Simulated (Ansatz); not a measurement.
**Grüneisen parameters and expansion of Ir (Iridium, Fm-3m)**

Which modes of Iridium drive its thermal expansion?

Main program and level: Ansatz 0.2.0; DFT LDA, scalar-relativistic, plane waves, PAW; PAW set soft_1.

Most raw output is cut from this account.

The database entry behind the starting cell differs from later determinations by our own check (0.1 to 0.3 % short, probably kX units), so it need not match the best structure at ambient conditions.

**1. The starting structure**

The structure is cubic, space group Fm-3m (No. 225). The conventional cell has a = 3.831 Å, b = 3.831 Å, c = 3.831 Å, α = 90.00°, β = 90.00°, γ = 90.00°. Nearest to Ir lie 12 Ir at 2.71 Å.

**2. A first coarse run**

Before spending time, one coarse run tells the gap and the pressure of the starting cell.

Contents of input.yaml:

```yaml
crystal:
  lattice:
    - [0.0, 1.9156, 1.9156]
    - [1.9156, 0.0, 1.9156]
    - [1.9156, 1.9156, 0.0]
  atoms:
    - { symbol: Ir, position: [0.0, 0.0, 0.0] }
kpoints:
  mp_grid: { grid: [8, 8, 8] }
hamiltonian:
  xc: lda
  pseudopotentials: { kind: paw, azcp: { folder: soft_1 }, xc_functional: pbe }
scf:
  occupations: { method: gaussian, width: 0.1 }
  lower_state_search: "off"
output:
  forces: true
  stress: true
  eigenvalues: true
```

Launch:

```console
ansatz run input.yaml --threads 8 --pin off --max-ram 16384MiB --backend cpu --events-out ev --progress --plain --runs-dir out
```

Elapsed: 0.29 s, on 8 threads of Arm Neoverse V1, shared host; peak memory 0.25 GiB; 0.76 s of CPU time.

Numbers from this step:

| Property | Result |
| --- | --- |
| pressure | -4.716 GPa |
| volume per atom | 14.06 Å³/atom |
| gap on the k-mesh | 0 eV |

The start is under -4.7 GPa at this level and looks like a metal on this mesh.

**3. Relaxation**

Phonons are second derivatives about a minimum, so cell and atoms are relaxed first, inside the symmetry of the start.

input.yaml, the sections that differ from step 2:

```yaml
kpoints:
  mp_grid: { grid: [18, 18, 18] }
output:
  forces: true
  stress: true
  eigenvalues: true
  write_density: true
  write_potential: true
  elf: true
  volumetric_format: npy
relax:
  adjacent_minimum: "off"
  f_tol: 0.005
  max_steps: 80
  cell: { stress_tol: 0.05 }
# crystal, hamiltonian, scf: as in step 2
```

Elapsed: 2.1 s, on 8 threads; peak memory 0.32 GiB.

Step by step:

```
step  energy less that of the first step (eV)  largest force component (eV/Å)  pressure (GPa)  volume (Å³)
   1                                   0.0000                          0.0000           -6.20        14.06
   2                                   0.0108                          0.0000           12.73        13.44
   3                                  -0.0044                          0.0000           -0.37        13.85
   4                                  -0.0044                          0.0000            0.01        13.84
  5*                                  -0.0044                          0.0000            0.02        13.84
```

Relaxation steps marked * repeat the geometry before them on a plane-wave basis chosen anew for their cell, so energy and pressure can jump there. Relaxation step 2 was tried and not accepted.

```
conventional cell, symmetrised  before  after  change
                         a (Å)   3.831  3.811  -0.5 %
                         b (Å)   3.831  3.811  -0.5 %
                         c (Å)   3.831  3.811  -0.5 %
              volume (Å³/atom)   14.06  13.84  -1.6 %
```

The relaxed structure:

```xyz
1
Lattice="0.0000 1.9054 1.9054 1.9054 0.0000 1.9054 1.9054 1.9054 0.0000" Properties=species:S:1:pos:R:3 pbc="T T T"
Ir    0.0000    0.0000    0.0000
```

Numbers from this step:

| Property | Result |
| --- | --- |
| pressure | 0.01683 GPa |
| volume per atom | 13.84 Å³/atom |

Electrostatic potential energy in the ac plane of the conventional cell at fractional y = 0.000, with atoms of Ir within 0.2 Å of it. With pseudopotentials it is smooth inside the atoms' cores, unlike the true potential.

Values in eV, 13 rows by 14 columns, each cell a mean:
```
-52 -46 -28   3  22  27  28  28  28  25  16 -10 -36 -50
-37 -29 -10  13  23  26  26  26  26  25  21   4 -19 -34
 -7   0  12  21  23  22  19  18  20  23  23  18   7  -4
 19  20  23  23  17   6  -5  -9  -1  11  21  23  22  19
 26  26  25  20   3 -20 -35 -38 -30 -11  13  23  26  26
 28  28  25  16 -11 -37 -50 -52 -46 -28   3  22  27  28
 28  28  25  15 -14 -40 -52 -54 -49 -31   0  21  27  28
 28  27  25  19  -4 -29 -44 -47 -39 -20   8  22  26  28
 24  24  24  22  12  -6 -20 -24 -15   2  18  24  24  24
  7  12  18  22  21  17  10   8  13  19  22  21  16   9
-25 -17   0  17  24  25  24  24  24  25  22  11  -7 -22
-47 -40 -21   7  22  26  28  28  27  25  18  -5 -30 -44
-54 -49 -31   0  21  27  28  28  28  25  15 -14 -40 -52
```
Columns run along a (3.8 Å; values clipped at the 3rd and 97th percentile), rows up along c (3.8 Å), edges of the conventional cell, whose origin can differ from the input's. Atoms in or near the plane, at fractional coordinates: Ir at (0.00, 0.00), Ir at (0.50, 0.50).

ELF in the ac plane of the conventional cell at fractional y = 0.000, with atoms of Ir within 0.2 Å of it. It is the smooth field of the valence electrons, not physical close to the nuclei.

Ten even steps from '0' (0.15) to '9' (0.59), each cell a mean:
```
89952100123798
99643211223579
76444333334456
33343567644333
11235899974321
00237987995210
00148986996210
01236899984221
22334689753322
54344345434334
97543222233468
99852210123699
69962100014898
```
Columns run along a (3.8 Å), rows up along c (3.8 Å), edges of the conventional cell, whose origin can differ from the input's. Atoms in or near the plane, at fractional coordinates: Ir at (0.00, 0.00), Ir at (0.50, 0.50).

Valence density in the ac plane of the conventional cell at fractional y = 0.000, with atoms of Ir within 0.2 Å of it. It is the smooth field of the valence electrons, not physical close to the nuclei.

Ten even steps from '0' (0.2 e/Å³) to '9' (9.7 e/Å³), each cell a mean:
```
97410000000258
64200000000135
21000000000001
00000112100000
00001356420000
00002589741000
00002699841000
00001478630000
00000133210000
10000000000000
42100000000013
86300000000147
98410000000269
```
Columns run along a (3.8 Å), rows up along c (3.8 Å), edges of the conventional cell, whose origin can differ from the input's. Atoms in or near the plane, at fractional coordinates: Ir at (0.00, 0.00), Ir at (0.50, 0.50).

The relaxation ends with a pressure of 0.02 GPa.

**4. Tight relaxation**

The relaxation is repeated with tighter thresholds on force and stress, since phonons are sensitive to what is left; a change of mesh or smearing in the input moves the cell too.

Contents of input.yaml:

```yaml
crystal:
  lattice:
    - [0.0, 1.9054439624, 1.9054439624]
    - [1.9054439624, 0.0, 1.9054439624]
    - [1.9054439624, 1.9054439624, 0.0]
  atoms:
    - { symbol: Ir, position: [0.0, 0.0, 0.0] }
kpoints:
  mp_grid: { grid: [20, 20, 20] }
hamiltonian:
  xc: lda
  pseudopotentials: { kind: paw, azcp: { folder: soft_1 }, xc_functional: pbe }
scf:
  occupations: { method: methfessel_paxton, width: 0.2 }
  lower_state_search: "off"
output:
  forces: true
  stress: true
  eigenvalues: true
relax:
  adjacent_minimum: "off"
  f_tol: 0.001
  max_steps: 60
  cell: { stress_tol: 0.01 }
```

The job ended after 2.1 s (8 threads; peak memory 0.33 GiB; 12 s of CPU time).

Little changed from the start: no atom moved by 0.005 Å and no cell edge by 0.1 %.

Numbers from this step:

| Item | Value |
| --- | --- |
| pressure | -1.21e-4 GPa |
| volume per atom | 13.83 Å³/atom |

The residual pressure is -1.2e-4 GPa, small enough for phonons.

**5. Lattice dynamics at this volume, V/V0 1**

Phonons at this volume give one point of F(V, T); meshes stay fixed along the series.

input.yaml, the sections that differ from step 4:

```yaml
crystal:
  lattice:
    - [0.0, 1.9052248742, 1.9052248742]
    - [1.9052248742, 0.0, 1.9052248742]
    - [1.9052248742, 1.9052248742, 0.0]
  atoms:
    - { symbol: Ir, position: [0.0, 0.0, 0.0] }
output:
  eigenvalues: true
phonons:
  method: dfpt
  qmesh: [4, 4, 4]
  temperatures: { t_max: 1000, t_step: 50 }
  qpath:
    path:
      - [[0.0, 0.0, 0.0], [0.5, 0.0, 0.5], [0.625, 0.25, 0.625]]
      - [[0.375, 0.375, 0.75], [0.0, 0.0, 0.0], [0.5, 0.5, 0.5], [0.5, 0.25, 0.75], [0.5, 0.0, 0.5]]
    npoints: 10
# kpoints, hamiltonian, scf: as in step 4
# relax: removed
```

Wall time 80 s (8 threads); peak memory 3.6 GiB; 9.4 min of CPU time.

Numbers from this step:

| Item | Value |
| --- | --- |
| Γ frequencies | 0, 0, 0 cm⁻¹ (negative: imaginary) |
| lowest frequency on the path | 0 cm⁻¹ |
| zero-point energy | 0.02840 eV/cell |
| highest frequency | 207.8 cm⁻¹ |
| Debye temperature from the second moment | 291 K |

No LO-TO term. Phonon branches along the path, in cm⁻¹:

| point | branch 1 | branch 2 | branch 3 |
| --- | --- | --- | --- |
| Γ | 0 | 0 | 0 |
| halfway | 119 | 119 | 188 |
| X | 150 | 150 | 202 |
| halfway | 150 | 158 | 196 |
| U | 148 | 173 | 183 |
| jump to K | 148 | 173 | 183 |
| halfway | 110 | 121 | 185 |
| Γ | 0 | 0 | 0 |
| halfway | 90 | 90 | 173 |
| L | 120 | 120 | 208 |
| halfway | 141 | 154 | 194 |
| W | 169 | 172 | 172 |
| halfway | 155 | 160 | 192 |
| X | 150 | 150 | 202 |

Tetrahedra on 28 28 28, mean over bins of 2 cm⁻¹. The phonon density of states by wavenumber; read off at these points:

| wavenumber (cm⁻¹) | phonon density of states (1/cm⁻¹/cell) |
| --- | --- |
| 5.0 | 1.0e-5 |
| 10.0 | 2.5e-5 |
| 15.0 | 6.0e-5 |
| 20.0 | 1.5e-4 |
| 25.0 | 2.4e-4 |
| 30.0 | 3.6e-4 |
| 35.0 | 5.2e-4 |
| 40.0 | 6.9e-4 |
| 45.0 | 8.9e-4 |
| 50.0 | 0.00112 |
| 55.0 | 0.0014 |
| 60.0 | 0.00173 |
| 65.0 | 0.0021 |
| 70.0 | 0.00254 |
| 75.0 | 0.00304 |
| 80.0 | 0.00367 |
| 85.0 | 0.00439 |
| 90.0 | 0.00528 |
| 95.0 | 0.00634 |
| 100.0 | 0.00774 |
| 105.0 | 0.00948 |
| 110.0 | 0.0119 |
| 115.0 | 0.0155 |
| 120.0 | 0.0227 |
| 125.0 | 0.0261 |
| 130.0 | 0.0287 |
| 135.0 | 0.0317 |
| 140.0 | 0.0358 |
| 145.0 | 0.0417 |
| 149.0 | 0.0516 |
| 150.0 | 0.0500 |
| 155.0 | 0.0341 |
| 160.0 | 0.0275 |
| 165.0 | 0.0226 |
| 170.0 | 0.0160 |
| 175.0 | 0.00636 |
| 180.0 | 0.0127 |
| 185.0 | 0.0238 |
| 190.0 | 0.0362 |
| 195.0 | 0.0640 |
| 200.0 | 0.0336 |
| 205.0 | 0.0109 |

Harmonic. Thermo, by row:

```
T (K)  F_vib (meV/atom)  S (J/mol-atom/K)  C_V (J/mol-atom/K)
    0              28.4                 0                   0
   50              28.1             2.387               6.748
  100             24.78             10.66               16.87
  150              17.2             18.37               20.81
  200                 6             24.62               22.49
  250             -8.12             29.74               23.33
  300            -24.68             34.04               23.81
  350            -43.29             37.73                24.1
  400             -63.7             40.96                24.3
  450            -85.68             43.83               24.43
  500            -109.1             46.41               24.53
  550            -133.7             48.75                24.6
  600            -159.6             50.89               24.65
  650            -186.5             52.87                24.7
  700            -214.3              54.7               24.73
  750            -243.1             56.41               24.76
  800            -272.8             58.01               24.78
  850            -303.2             59.51                24.8
  900            -334.4             60.93               24.81
  950            -366.4             62.27               24.83
 1000              -399             63.54               24.84
```

Phonopy on the run's constants, 21x21x21 mesh, Gaussian sigma 2.0 cm⁻¹. Table of modes, Ir by wavenumber; read off at these points:

wavenumber (cm⁻¹), modes, Ir (1/cm⁻¹/cell) and a bar:
```
    -10.0     0.0000 
      0.0     0.0001 
     10.0     0.0000 
     20.0     0.0003 
     30.0     0.0002 
     40.0     0.0015 #
     50.0     0.0012 #
     60.0     0.0009 #
     70.0     0.0026 #
     80.0     0.0034 ##
     90.0     0.0049 ###
    100.0     0.0084 #####
    110.0     0.0121 #######
    120.0     0.0224 ############
    130.0     0.0286 ###############
    140.0     0.0345 ###################
    150.0     0.0483 ##########################
    160.0     0.0264 ##############
    170.0     0.0157 ########
    180.0     0.0131 #######
    190.0     0.0367 ####################
    196.0     0.0557 ##############################
    200.0     0.0354 ###################
    210.0     0.0008 
    220.0     0.0000
```

No mode is imaginary beyond numerical noise at the solved wavevectors.

**6. A cell at another volume, V/V0 1.015**

Symmetry fixes every atom, so a single point at the scaled cell gives the energy and pressure of this member.

input.yaml, the sections that differ from step 5:

```yaml
crystal:
  lattice:
    - [0.0, 1.914703761, 1.914703761]
    - [1.914703761, 0.0, 1.914703761]
    - [1.914703761, 1.914703761, 0.0]
  atoms:
    - { symbol: Ir, position: [0.0, 0.0, 0.0] }
output:
  forces: true
  stress: true
  eigenvalues: true
# kpoints, hamiltonian, scf: as in step 5
# phonons: removed
```

Wall time 0.64 s (8 threads); peak memory 0.31 GiB.

This step gave:

| Item | Value |
| --- | --- |
| pressure | -5.835 GPa |
| volume per atom | 14.04 Å³/atom |

The run ends at a pressure of -5.83 GPa.

**7. Phonons, V/V0 1.015**

The same q-mesh and k-mesh are kept at every volume, so that much of their error can cancel in the differences.

input.yaml, the sections that differ from step 6:

```yaml
output:
  eigenvalues: true
phonons:
  method: dfpt
  qmesh: [4, 4, 4]
  temperatures: { t_max: 1000, t_step: 50 }
  qpath:
    path:
      - [[0.0, 0.0, 0.0], [0.5, 0.0, 0.5], [0.625, 0.25, 0.625]]
      - [[0.375, 0.375, 0.75], [0.0, 0.0, 0.0], [0.5, 0.5, 0.5], [0.5, 0.25, 0.75], [0.5, 0.0, 0.5]]
    npoints: 10
# crystal, kpoints, hamiltonian, scf: as in step 6
```

It took 82 s on 8 threads; peak memory 3.6 GiB; 9.7 min of CPU time.

No LO-TO term. The phonon branches at the labelled points (cm⁻¹):

```
    point  branch 1  branch 2  branch 3
        Γ         0         0         0
  halfway       115       115       182
        X       145       145       193
  halfway       144       152       188
        U       143       166       175
jump to K       143       166       175
  halfway       107       116       178
        Γ         0         0         0
  halfway        87        87       167
        L       116       116       199
  halfway       136       148       185
        W       163       164       164
  halfway       149       154       183
        X       145       145       193
```

No mode is imaginary beyond numerical noise at the solved wavevectors.

**8. A cell at another volume, V/V0 0.985**

input.yaml, the sections that differ from step 7:

```yaml
crystal:
  lattice:
    - [0.0, 1.8956507183, 1.8956507183]
    - [1.8956507183, 0.0, 1.8956507183]
    - [1.8956507183, 1.8956507183, 0.0]
  atoms:
    - { symbol: Ir, position: [0.0, 0.0, 0.0] }
output:
  forces: true
  stress: true
  eigenvalues: true
# kpoints, hamiltonian, scf: as in step 7
# phonons: removed
```

The job ended after 0.62 s (8 threads; peak memory 0.31 GiB).

The run ends at a pressure of 6.39 GPa.

**9. Lattice dynamics at this volume, V/V0 0.985**

input.yaml, the sections that differ from step 8:

```yaml
output:
  eigenvalues: true
phonons:
  method: dfpt
  qmesh: [4, 4, 4]
  temperatures: { t_max: 1000, t_step: 50 }
  qpath:
    path:
      - [[0.0, 0.0, 0.0], [0.5, 0.0, 0.5], [0.625, 0.25, 0.625]]
      - [[0.375, 0.375, 0.75], [0.0, 0.0, 0.0], [0.5, 0.5, 0.5], [0.5, 0.25, 0.75], [0.5, 0.0, 0.5]]
    npoints: 10
# crystal, kpoints, hamiltonian, scf: as in step 8
```

It took 81 s on 8 threads; peak memory 3.5 GiB; 9.4 min of CPU time.

No LO-TO term. Phonon branches along the path, in cm⁻¹:

```csv
point,branch 1,branch 2,branch 3
Γ,0,0,0
halfway,123,123,194
X,156,156,210
halfway,156,164,205
U,153,181,191
jump to K,153,181,191
halfway,113,126,192
Γ,0,0,0
halfway,92,92,180
L,123,123,217
halfway,145,160,202
W,175,179,179
halfway,162,165,200
X,156,156,210
```

No mode is imaginary beyond numerical noise at the solved wavevectors.

**10. Single point at a scaled cell, V/V0 1.03**

input.yaml, the sections that differ from step 9:

```yaml
crystal:
  lattice:
    - [0.0, 1.9240897137, 1.9240897137]
    - [1.9240897137, 0.0, 1.9240897137]
    - [1.9240897137, 1.9240897137, 0.0]
  atoms:
    - { symbol: Ir, position: [0.0, 0.0, 0.0] }
output:
  forces: true
  stress: true
  eigenvalues: true
# kpoints, hamiltonian, scf: as in step 9
# phonons: removed
```

The job ended after 0.63 s (8 threads; peak memory 0.31 GiB; 3.1 s of CPU time).

The run ends at a pressure of -11.16 GPa.

**11. Phonons, V/V0 1.03**

input.yaml, the sections that differ from step 10:

```yaml
output:
  eigenvalues: true
phonons:
  method: dfpt
  qmesh: [4, 4, 4]
  temperatures: { t_max: 1000, t_step: 50 }
  qpath:
    path:
      - [[0.0, 0.0, 0.0], [0.5, 0.0, 0.5], [0.625, 0.25, 0.625]]
      - [[0.375, 0.375, 0.75], [0.0, 0.0, 0.0], [0.5, 0.5, 0.5], [0.5, 0.25, 0.75], [0.5, 0.0, 0.5]]
    npoints: 10
# crystal, kpoints, hamiltonian, scf: as in step 10
```

The job ended after 87 s (8 threads; peak memory 3.6 GiB; 10 min of CPU time).

No mode is imaginary beyond numerical noise at the solved wavevectors.

**12. A cell at another volume, V/V0 0.97**

input.yaml, the sections that differ from step 11:

```yaml
crystal:
  lattice:
    - [0.0, 1.8859788627, 1.8859788627]
    - [1.8859788627, 0.0, 1.8859788627]
    - [1.8859788627, 1.8859788627, 0.0]
  atoms:
    - { symbol: Ir, position: [0.0, 0.0, 0.0] }
output:
  forces: true
  stress: true
  eigenvalues: true
  write_density: true
  write_potential: true
  elf: true
  volumetric_format: npy
# kpoints, hamiltonian, scf: as in step 11
# phonons: removed
```

It took 0.79 s on 8 threads; peak memory 0.31 GiB; 4.2 s of CPU time.

The run ends at a pressure of 13.37 GPa.

**13. Lattice dynamics at this volume, V/V0 0.97**

input.yaml, the sections that differ from step 12:

```yaml
output:
  eigenvalues: true
phonons:
  method: dfpt
  qmesh: [4, 4, 4]
  temperatures: { t_max: 1000, t_step: 50 }
  qpath:
    path:
      - [[0.0, 0.0, 0.0], [0.5, 0.0, 0.5], [0.625, 0.25, 0.625]]
      - [[0.375, 0.375, 0.75], [0.0, 0.0, 0.0], [0.5, 0.5, 0.5], [0.5, 0.25, 0.75], [0.5, 0.0, 0.5]]
    npoints: 10
# crystal, kpoints, hamiltonian, scf: as in step 12
```

Run time: 81 s. Hardware: 8 threads; peak memory 3.5 GiB.

No LO-TO term. Phonon branches along the path, in cm⁻¹:

| point | branch 1 | branch 2 | branch 3 |
| --- | --- | --- | --- |
| Γ | 0 | 0 | 0 |
| halfway | 127 | 127 | 200 |
| X | 162 | 162 | 220 |
| halfway | 161 | 170 | 214 |
| U | 158 | 188 | 200 |
| jump to K | 158 | 188 | 200 |
| halfway | 116 | 131 | 199 |
| Γ | 0 | 0 | 0 |
| halfway | 95 | 95 | 186 |
| L | 127 | 127 | 226 |
| halfway | 150 | 166 | 211 |
| W | 181 | 187 | 187 |
| halfway | 168 | 171 | 209 |
| X | 162 | 162 | 220 |

No mode is imaginary beyond numerical noise at the solved wavevectors.

**14. A cell at another volume, V/V0 1.05**

The cell differs from the one that the last finished run ended in (a 2.667 → 2.739 Å, b 2.667 → 2.739 Å, c 2.667 → 2.739 Å).

input.yaml, the sections that differ from step 13:

```yaml
crystal:
  lattice:
    - [0.0, 1.9364636211, 1.9364636211]
    - [1.9364636211, 0.0, 1.9364636211]
    - [1.9364636211, 1.9364636211, 0.0]
  atoms:
    - { symbol: Ir, position: [0.0, 0.0, 0.0] }
output:
  forces: true
  stress: true
  eigenvalues: true
# kpoints, hamiltonian, scf: as in step 13
# phonons: removed
```

Elapsed: 0.65 s, on 8 threads; peak memory 0.31 GiB; 3.2 s of CPU time.

The run ends at a pressure of -17.55 GPa.

[end of part 1 of 2]

[Logs are printed without paths, hosts, clocks, repeated set-up lines and the standing remarks that a program may print on its own settings, such as how far it seeks lower states.]

[Hosts, paths, dates, database ids (printed as entryN), source tags and the programs' standing remarks are cut or masked in the printed files.]

[A step with changed settings may run another functional than the one named; its input shows which.]

[Of the runs on displaced cells, only some may be shown.]
